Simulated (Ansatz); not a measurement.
## TiC (model cell, started as CsCl type): a soft mode frozen in

Which phase does TiC (model cell, started as CsCl type) fall into along its unstable mode, and how much energy does it gain?

Method: DFT PBEsol, scalar-relativistic, plane waves, PAW, in Ansatz 0.2.0.

The structure was built from a prototype and need not be the compound's stable phase.

## 1. Starting point

Symmetry: Pm-3m, No. 221, cubic system. Conventional cell: a = 2.682 Å, b = 2.682 Å, c = 2.682 Å, α = 90.00°, β = 90.00°, γ = 90.00°. Nearest to Ti lie 8 C at 2.32 Å. Nearest to C lie 8 Ti at 2.32 Å. Farther neighbours are not listed.

## 2. Phonons on a q mesh

The cell comes from relaxations at this level that are not shown. Stability and thermal properties need the whole zone. Linear response on a 4×4×4 q mesh gives force constants as far as a supercell of that size would.

Input file input.yaml:

```yaml
crystal:
  lattice:
    - [2.6818219351, 0.0, 0.0]
    - [0.0, 2.6818219351, 0.0]
    - [0.0, 0.0, 2.6818219351]
  atoms:
    - { symbol: Ti, position: [0.0, 0.0, 0.0] }
    - { symbol: C, position: [0.5, 0.5, 0.5] }
kpoints:
  mp_grid: { grid: [16, 16, 16] }
hamiltonian:
  xc: pbesol
scf:
  occupations: { method: methfessel_paxton, width: 0.15 }
output:
  eigenvalues: true
phonons:
  method: dfpt
  qmesh: [4, 4, 4]
  temperatures: { t_max: 1000, t_step: 50 }
  qpath:
    path:
      - [[0.0, 0.0, 0.0], [0.0, 0.5, 0.0], [0.5, 0.5, 0.0], [0.0, 0.0, 0.0], [0.5, 0.5, 0.5], [0.0, 0.5, 0.0]]
      - [[0.5, 0.5, 0.5], [0.5, 0.5, 0.0]]
    npoints: 10
```

Command:

```bash
ansatz run input.yaml --threads 4 --pin off --max-ram 7168MiB --backend cpu --events-out ev --progress --plain --runs-dir out
```

Numbers of over 12 decimals in the logs are rounded to 6 here.

The program printed:

```text
Engine: ansatz 0.2.0, aarch64-unknown-linux-gnu
Pseudopotentials: kind: paw
Pseudopotential: Ti, paw, valence charge 12, recommended cutoff 420 eV (normal), Ti.paw.azcp
Pseudopotential: C, paw, valence charge 4, recommended cutoff 420 eV (normal), C.paw.azcp
Functional definition: PBEsol
  exchange = pbesol_x
  correlation = pbesol_c
Crystal: 2 atoms, lattice volume = 19.288 Å³
Basis set: ecut = 420 eV, 389 PW (Γ), exchange–correlation on 36×36×36 points (8 copies of the dense FFT grid, shifted against one another)
Bands: 12, of which v1, the nominal top of the filled ones, is band 8 counted from 1 (7 counted from 0)
Symmetry: 48 space group operations
k-points: 165 of 4096
Non-local potential: Ti, projectors of the file, l = 0: 3, l = 1: 2, l = 2: 3, l = 3: 1
Non-local potential: C, projectors of the file, l = 0: 2, l = 1: 2, l = 2: 1
PAW form: soft (Blöchl's): semilocal exchange-correlation on the pseudo side does not see the compensation charge
PAW frozen core: Ti, regenerated for the run's functional, and the local potential with it (the file was generated under x = pbe(κ = 0.804, μ = 0.219515), c = pbe(β = 0.066725))
PAW frozen core: C, regenerated for the run's functional, and the local potential with it (the file was generated under x = pbe(κ = 0.804, μ = 0.219515), c = pbe(β = 0.066725))
PAW one-centre angular grid: Ti, 590 points (default); XC on 64 Gauss nodes
PAW one-centre angular grid: C, 110 points (default); XC on 64 Gauss nodes
Initial density: superposition of atomic densities (neutral atoms: chi_scale 0, normalization atom), corrected by the library's trained network
Initial wavefunctions: pseudopotential atomic-orbital guess
Functional: x = pbesol(κ = 0.804, μ = 0.123457), c = pbesol(β = 0.046)
SCF iter   1: F=—  HF=-2720.082352 eV  |F-HF|=—  |Δ(HF+E_count)|=         —  Δρ=1.39e-2  dr2=4.86e-2  ethr=1.77e-3  ⟨swp⟩=4.3  Hψ=9592  notcnv=0
preconditioner: auto → none  [metal: Δε(μ)=0.005 eV  Ē_g=7.449 eV  σ=0.150 eV  W_gap=0.03  n_scr=6 (ndim 8)  ℏωp=23.9 eV  f_vac=0.000  D(μ)=3.63/eV (n_scr^D=80)  sad-step TF]
SCF iter   2: F=—  HF=-2720.078106 eV  |F-HF|=—  |Δ(HF+E_count)|=   4.25e-3  S|Δr|=    0.00e0  Δρ=9.74e-3  dr2=2.51e-2  ethr=3.04e-4  ⟨swp⟩=1.0  Hψ=3300  notcnv=0
SCF iter   3: F=—  HF=-2720.075067 eV  |F-HF|=—  |Δ(HF+E_count)|=   3.04e-3  S|Δr|=    0.00e0  Δρ=1.29e-3  dr2=1.11e-4  ethr=1.57e-4  ⟨swp⟩=1.8  Hψ=2133  notcnv=0  defer=1
SCF iter   4: F=—  HF=-2720.075059 eV  |F-HF|=—  |Δ(HF+E_count)|=   7.79e-6  S|Δr|=    0.00e0  Δρ=2.98e-4  dr2=6.32e-6  ethr=6.93e-7  ⟨swp⟩=3.0  Hψ=3347  notcnv=0
SCF iter   5: F=—  HF=-2720.075061 eV  |F-HF|=—  |Δ(HF+E_count)|=   1.81e-6  S|Δr|=    0.00e0  Δρ=8.33e-6  dr2=8.28e-9  ethr=3.95e-8  ⟨swp⟩=1.3  Hψ=2095  notcnv=0
SCF iter   6: F=—  HF=-2720.075061 eV  |F-HF|=—  |Δ(HF+E_count)|=   2.12e-7  S|Δr|=    0.00e0  Δρ=1.52e-6  dr2=5.00e-10  ethr=5.17e-11  ⟨swp⟩=2.5  Hψ=3139  notcnv=0
SCF iter   7: F=-2720.075061 eV  HF=-2720.075061 eV  |F-HF|=4.55e-13  |Δ(HF+E_count)|=  5.09e-11  S|Δr|=    0.00e0  Δρ=4.56e-8  dr2=1.28e-13  ethr=1.00e-12  ⟨swp⟩=4.0  Hψ=7834  notcnv=0
the search or the solves at the SCF's close seem to have found levels that the self-consistency loop had missed (the run counts 1). By its estimate they hold under 1e-12 electrons; where the run keeps them, the occupations were computed again with them
SCF 1 converged in 7 iterations: F = -2720.075061 eV  dr2 = 1.28e-13
  greatest PAW one-centre occupation: 0.999 electrons in one spin orbital (limit 2), on the Ti atom at site 0 (counted from 0), in its partial waves of l = 0
Initial density: read from a saved state, or passed on in memory by an earlier SCF of this step, an earlier step, the calling program or the single point that the run made first
iter 1 solved again at ethr=2.26e-9 eV; its pass at ethr=3.10e-3 eV (dr2=3.61e-7 eV) is discarded
SCF iter   1: F=—  HF=-2720.075061 eV  |F-HF|=—  |Δ(HF+E_count)|=         —  Δρ=5.94e-8  dr2=4.47e-13  ethr=2.26e-9  ⟨swp⟩=3.0  Hψ=14975  notcnv=0
eigensolver tolerance schedule: the retry pair's looser diagonalisation over-reported the residual by 807648.76 of it (diagonalisation noise at 1.43 of the residual, at the tolerance the schedule requests for it); recorded, not acted on — ethr = c·dr2/N_el stays at c = 1.0e-1
preconditioner: auto → none  [metal: Δε(μ)=0.003 eV  Ē_g=7.489 eV  σ=0.150 eV  W_gap=0.01  n_scr=6 (ndim 8)  ℏωp=23.9 eV  f_vac=0.000  D(μ)=3.52/eV (n_scr^D=80)]
SCF iter   2: F=-2720.075061 eV  HF=-2720.075061 eV  |F-HF|=0.00e0  |Δ(HF+E_count)|=  6.91e-11  S|Δr|=    0.00e0  Δρ=2.76e-8  dr2=7.99e-14  ethr=1.00e-12  ⟨swp⟩=3.5  Hψ=5979  notcnv=0
SCF 2 converged in 2 iterations: F = -2720.075061 eV  dr2 = 7.99e-14
phonons: the bands overlap, so this run is a metal and interpolates without the dipole-dipole term. If the crystal is really an insulator or semiconductor, its LO-TO splitting is missing
NSCF: frozen V_eff on 165 k-points
NSCF: frozen V_eff on 405 k-points
DFPT response loops at q = (0, 0, 0) (fractional): preconditioner auto → Kerker (q_TF=auto, 2.645 Å⁻¹) (partly filled bands, converged f_vac=0.000); β = 1.00, the filter's whole step (`scf.mixing.beta` (0.50) is not read by the response loops under this deck's `scf.mixing.preconditioner`; to damp them name `kerker` or `kerker_dos`, under which they read `scf.mixing.beta`, and type it under 1.00, their step now; both keys bind the ground state too); Broyden in place of MSR1
NSCF: frozen V_eff on 2592 k-points
DFPT response loops at q = (0, 0, 0.25) (fractional): mixed as the last ones told, above
NSCF: frozen V_eff on 1458 k-points
DFPT response loops at q = (0, 0, -0.5) (fractional): mixed as the last ones told, above
NSCF: frozen V_eff on 4608 k-points
DFPT response loops at q = (0, 0.25, 0.25) (fractional): mixed as the last ones told, above
NSCF: frozen V_eff on 2592 k-points
DFPT response loops at q = (0, 0.25, -0.5) (fractional): mixed as the last ones told, above
NSCF: frozen V_eff on 1458 k-points
DFPT response loops at q = (0, -0.5, -0.5) (fractional): mixed as the last ones told, above
NSCF: frozen V_eff on 4352 k-points
DFPT response loops at q = (0.25, 0.25, 0.25) (fractional): mixed as the last ones told, above
NSCF: frozen V_eff on 4608 k-points
DFPT response loops at q = (0.25, 0.25, -0.5) (fractional): mixed as the last ones told, above
NSCF: frozen V_eff on 2592 k-points
DFPT response loops at q = (0.25, -0.5, -0.5) (fractional): mixed as the last ones told, above
NSCF: frozen V_eff on 810 k-points
DFPT response loops at q = (-0.5, -0.5, -0.5) (fractional): mixed as the last ones told, above
SCF converged after 7 iterations
Stability not checked: this state was not tested for a lower state beside it, because cold or Methfessel-Paxton smearing, or corrected tetrahedra, fill the levels in a way that the test cannot read (fill_not_monotonic; see scf.lower_state_search)
Free energy (F): -2720.075061 eV
Harris-Foulkes:  -2720.075061 eV  (|F-HF|=4.55e-13)
Internal energy: -2720.070481 eV  (E = F + TS)
E sigma→0 (E₀):  -2720.073916 eV
Entropy (-TS):   -0.004580 eV (-2.290 meV/atom)
Fermi energy:    15.901999 eV
--- Per-component energies (eV) ---
  E_band       = -89.977915
  E_kinetic    = 362.194211
  E_local      = -730.721577  (includes V_loc(G=0)·N_el)
  E_nonlocal   = 35.706521
  E_hartree    = 301.095541
  E_xc         = -145.924315
  E_vxc        = -182.909848  (∫ρ·V_xc dr)
  E_paw        = -1117.143488  (= ΣΔE_a)
  E_vpaw       = -176.438381  (= ΣTr[D̂ρ^β])
  E_aug_tail   = 0.000077  (compensation charges beyond the density's cutoff)
  E_ewald      = -1425.437935
  E_core_change = 0.160485  (= ΣΔE_core)
  E_smearing   = -0.004580  (= −TS)
  E_closure    = -0.000000  (closes the sum)
  Σ components = -2720.075061   (vs F -2720.075061, Δ=0.00e0)
--- Band table (eV; the first three rows and the last of 165) ---
  k-point 0: bands = [... 4 lower, 2.7374, 14.2238, 14.2238, 17.4618, 17.4618, 17.4618, 19.3580, 19.3580]
  k-point 1: bands = [... 4 lower, 2.8160, 14.1354, 14.2557, 17.2543, 17.2543, 17.4305, 19.3672, 19.5817]
  k-point 2: bands = [... 4 lower, 3.0472, 13.8061, 14.3482, 16.8062, 16.8062, 17.4578, 19.3934, 20.0795]
  k-point 164: bands = [... 4 lower, 9.4439, 10.3323, 10.3323, 10.3323, 20.7827, 20.7827, 23.0756, 23.0756]
--- Phonons (Γ-DFPT): 2 representative perturbations + reference (Σ response iterations 6) ---
  ASR residual: 1.910e-5 → 0.000e0 eV/Å²; symmetrization residual: 2.780e-7 eV/Å²
  ASR residual per site (eV/Å²): 7.21e-6 1.91e-5
  Γ frequencies (cm⁻¹): 0.00 0.00 0.00 251.40 251.40 251.40
--- Phonons (arbitrary-q DFPT): 10 irreducible q on the 4×4×4 mesh ---
  q = [0.0000, 0.0000, 0.0000] (star 1, of the zone-centre solve; hermiticity 2.49e-7, symmetrization 6.14e-12): -0.00 -0.00 0.00 251.40 251.40 251.40
  q = [0.0000, 0.0000, 0.2500] (star 6, 4 solved perturbations in 4032 linear systems a pass and spin channel, the states on 1296 of 4096 k-point pairs; hermiticity 1.04e-7, symmetrization 2.59e-14): -225.08 -225.08 115.18 162.54 162.54 364.93
  q = [0.0000, 0.0000, -0.5000] (star 3, 4 solved perturbations in 2268 linear systems a pass and spin channel, the states on 729 of 4096 k-point pairs; hermiticity 9.44e-13, symmetrization 2.68e-12): -333.98 -333.98 -172.87 -172.87 145.13 398.31
  q = [0.0000, 0.2500, 0.2500] (star 12, 4 solved perturbations in 7056 linear systems a pass and spin channel, the states on 2304 of 4096 k-point pairs; hermiticity 2.65e-7, symmetrization 6.94e-14): -318.91 -133.21 -33.96 118.84 253.11 362.90
  q = [0.0000, 0.2500, -0.5000] (star 12, 6 solved perturbations on 1296 of 4096 k-point pairs; hermiticity 2.36e-7, symmetrization 2.00e-12): -314.26 -275.35 -56.60 260.56 308.59 417.62
  q = [0.0000, -0.5000, -0.5000] (star 3, 4 solved perturbations in 2268 linear systems a pass and spin channel, the states on 729 of 4096 k-point pairs; hermiticity 6.24e-8, symmetrization 7.93e-14): -356.56 -332.31 303.22 303.22 392.58 392.58
  q = [0.2500, 0.2500, 0.2500] (star 8, 2 solved perturbations on 2176 of 4096 k-point pairs; hermiticity 8.32e-7, symmetrization 1.52e-12): -177.17 -177.17 -155.99 -88.99 263.37 263.37
  q = [0.2500, 0.2500, -0.5000] (star 12, 4 solved perturbations in 7056 linear systems a pass and spin channel, the states on 2304 of 4096 k-point pairs; hermiticity 1.53e-7, symmetrization 1.31e-12): -204.45 -50.91 48.39 249.85 282.07 403.55
  q = [0.2500, -0.5000, -0.5000] (star 6, 4 solved perturbations in 4032 linear systems a pass and spin channel, the states on 1296 of 4096 k-point pairs; hermiticity 4.75e-8, symmetrization 1.75e-12): -293.74 -108.38 268.69 268.69 343.21 343.21
  q = [-0.5000, -0.5000, -0.5000] (star 1, 2 solved perturbations on 405 of 4096 k-point pairs; hermiticity 6.38e-13, symmetrization 4.68e-12): 178.69 178.69 178.69 261.40 261.40 261.40
  sum rule: each row above includes the acoustic sum rule's correction from the zone centre's row sums; it moved no ω² by more than (0.66 cm⁻¹)²
  mesh force constants: q→R imaginary residual 1.01e-18; ASR residual 1.910e-5 → 0.000e0 eV/Å²; symmetrization residual 9.770e-15 eV/Å²
  interpolated dispersion: 62 rows × 6 modes
  density of states and harmonic sums: on the 24×24×24 q-mesh, interpolated from the force constants of a 4×4×4 supercell (no non-analytic term)
  largest difference from the sums on the solved wave vectors: F 2.98e-2 eV, S 5.33e-5 and C_V 2.34e-5 eV/K
  zero-point energy: 0.057817 eV/cell   skipped modes (ω ≤ 0): 1083, of them read as no rigid motion or as one in doubt: 1080 (2.430e0 modes/cell left out, lowest -369.84 cm⁻¹)   left out of the sums: 4.05e-1 of the cell's modes: C_V's classical limit lies that fraction below 3 k_B per atom; for a crystal, a wire or a layer, F and S can be off by more, and a phonons.interpolated_qmesh denser along its periods is the remedy for the sampling
```

It took 3.4 min on 4 threads of Arm Neoverse V1, shared host; peak memory 1.7 GiB; 13 min of CPU time.

In the SCF lines HF is the Harris–Foulkes energy and dr2 the Hartree energy of the density residual, in eV; the loop may stop once dr2 is under the threshold and the program's other checks hold. Hψ counts applications of the Hamiltonian.

This step gave:

```yaml
volume_per_atom: 9.644 Å³
gap_on_the_k_mesh: 0 eV
sum_rule_residual_before_enforcement: 1.91e-5 eV/Å²
lowest_frequency_on_the_path: -369.2 cm⁻¹
point_group: m-3m
highest_frequency_on_the_path_or_at_a_solved_wavevector: 419.1 cm⁻¹
highest_optical_mode_at_the_zone_centre_no_lo_to_term: 251.4 cm⁻¹
lowest_optical_zone_centre_mode: 251.4 cm⁻¹
lowest_mode_on_the_q_mesh_acoustic_modes_at_gamma_apart: -356.6 cm⁻¹
```

Frequencies (cm⁻¹) solved at each irreducible wavevector; negative means imaginary. Frequencies by wavevector, by row:

```csv
q in reciprocal lattice units,star,mode 1,mode 2,mode 3,mode 4,mode 5,mode 6
0 0 0,1,0,0,0,251.4,251.4,251.4
0 0 0.25,6,-225.1,-225.1,115.2,162.5,162.5,364.9
0 0 -0.5,3,-334,-334,-172.9,-172.9,145.1,398.3
0 0.25 0.25,12,-318.9,-133.2,-34,118.8,253.1,362.9
0 0.25 -0.5,12,-314.3,-275.4,-56.6,260.6,308.6,417.6
0 -0.5 -0.5,3,-356.6,-332.3,303.2,303.2,392.6,392.6
0.25 0.25 0.25,8,-177.2,-177.2,-156,-89,263.4,263.4
0.25 0.25 -0.5,12,-204.4,-50.9,48.4,249.8,282.1,403.6
0.25 -0.5 -0.5,6,-293.7,-108.4,268.7,268.7,343.2,343.2
-0.5 -0.5 -0.5,1,178.7,178.7,178.7,261.4,261.4,261.4
```

Interpolated from a 4×4×4 q mesh. Phonon branches along the path, in cm⁻¹:

```
    point  branch 1  branch 2  branch 3  branch 4  branch 5  branch 6
        Γ         0         0         0       251       251       251
  halfway      -225      -225       115       162       162       365
        X      -334      -334      -173      -173       145       398
  halfway      -314      -275       -57       261       309       418
        M      -357      -332       303       303       393       393
  halfway      -319      -133       -34       119       253       363
        Γ         0         0         0       251       251       251
  halfway      -177      -177      -156       -89       263       263
        R       179       179       179       261       261       261
  halfway      -204       -51        48       250       282       404
        X      -334      -334      -173      -173       145       398
jump to R       179       179       179       261       261       261
  halfway      -294      -108       269       269       343       343
        M      -357      -332       303       303       393       393
```

The phonon branches as a text plot (rows in cm⁻¹):

```
    403 |     *************                         ******      *
    370 |   **       **  * ***                     *          **
    337 |           *     *   *                   *         **
    304 |  *         ****  **  **                *         *  ***
    271 |**        ** *  *       * **************  ****   *  *
    238 |***      *  *    *  *******         *  *****     ***
    206 |          *      *    *    *      ***  **   * *
    173 |   *    *  *         *            * ******     * *
    140 |    **** *        **        **  ** *      *  *  * *
    107 |   **               *
     74 | **               **                               *
     41 |*                                          *
      9 |                         *
    -24 |                    *   *
    -57 |*    *                  * *   * ***      * *  *
    -90 | *                **  **       *                  *
   -123 |                    ****   *    **                  *
   -156 |  *   * *            *         *          * *  *
   -189 |       ** *      *    *     ****           *  ***
   -221 |   *                          *             **     *
   -254 |    *    *           *                               *
   -287 |     *   ****   *                             *     * *
   -320 |      ***  * ***    *                          **      *
   -353 |            ********                                 ***
         Γ      X      M          Γ            R        X|R     M
```

Symmetry leaves 10 wavevectors to solve. The lowest mode among them, the acoustic zeros apart, lies at q = (0, -0.5, -0.5) and is imaginary, 356.6i cm⁻¹, so the energy falls along it. Between them the interpolated path dips to 369i cm⁻¹.

## 3. The mode frozen in, largest atomic shift 0 Å

The mode followed lies at q = (0, -0.5, -0.5) with frequency 356.6i cm⁻¹, the softest among the wavevectors solved. At small amplitude the distorted cell has space group no. 129 by a symmetry search on the positions. The undistorted cell that holds it gives the zero of energy on the same k mesh.

System of this step: TiC (model cell, started as CsCl type). Symmetry: Pm-3m, No. 221, cubic system. The conventional cell has a = 2.682 Å, b = 2.682 Å, c = 2.682 Å, α = 90.00°, β = 90.00°, γ = 90.00°. Ti has 8 C at 2.32 Å nearest. Nearest to C lie 8 Ti at 2.32 Å. Farther neighbours are not listed.

Input file input.yaml:

```yaml
crystal:
  lattice:
    - [-2.6818219351, 0.0, 0.0]
    - [0.0, -2.6818219351, -2.6818219351]
    - [0.0, -2.6818219351, 2.6818219351]
  atoms:
    - { symbol: Ti, position: [0.0, 1.0, 0.0] }
    - { symbol: Ti, position: [0.0, 0.5, 0.5] }
    - { symbol: C, position: [0.5, 0.0, 0.5] }
    - { symbol: C, position: [0.5, 0.5, 0.0] }
kpoints:
  mp_grid: { grid: [14, 10, 10] }
hamiltonian:
  xc: pbesol
scf:
  occupations: { method: methfessel_paxton, width: 0.15 }
output:
  forces: true
  stress: true
  eigenvalues: true
```

The program printed:

```text
[...]
Crystal: 4 atoms, lattice volume = 38.576 Å³
Basis set: ecut = 420 eV, 761 PW (Γ), exchange–correlation on 36×54×54 points (8 copies of the dense FFT grid, shifted against one another)
Bands: 20, of which v1, the nominal top of the filled ones, is band 16 counted from 1 (15 counted from 0)
Symmetry: 32 space group operations
[...]
k-points: 168 of 1400
[...]
--- Band table (eV; the first three rows and the last of 168) ---
  k-point 0: bands = [... 12 lower, 14.2256, 14.2258, 15.2591, 17.4578, 17.4586, 17.4586, 17.7481, 17.7481]
  k-point 1: bands = [... 12 lower, 14.1599, 14.2254, 15.4441, 17.0798, 17.2096, 17.3525, 17.5541, 17.7842]
  k-point 2: bands = [... 12 lower, 13.9872, 14.1532, 15.7796, 16.3926, 16.7516, 16.7900, 17.8118, 17.8898]
  k-point 167: bands = [... 12 lower, 12.6245, 12.6245, 15.2585, 15.2585, 17.7476, 17.7476, 17.7482, 17.7482]
[key lines of the parts left out:]
SCF converged after 6 iterations
Free energy (F): -5440.160384 eV
Fermi energy:    15.907101 eV
P = ⅓ Tr σ = -0.0713 GPa (-0.713 kbar)
```

The job ended after 2.2 s (4 threads; peak memory 0.4 GiB).

This step gave:

* pressure: -0.07128 GPa
* energy from the undistorted cell: 0 meV/atom

The run ends at a pressure of -0.07 GPa.

(Part 1 of 2 ends here.)

[Logs are printed without paths, hosts, clocks, repeated set-up lines and the standing remarks that a program may print on its own settings, such as how far it seeks lower states.]

[Hosts, paths, dates, database ids (printed as entryN), source tags and the programs' standing remarks are cut or masked in the printed files.]
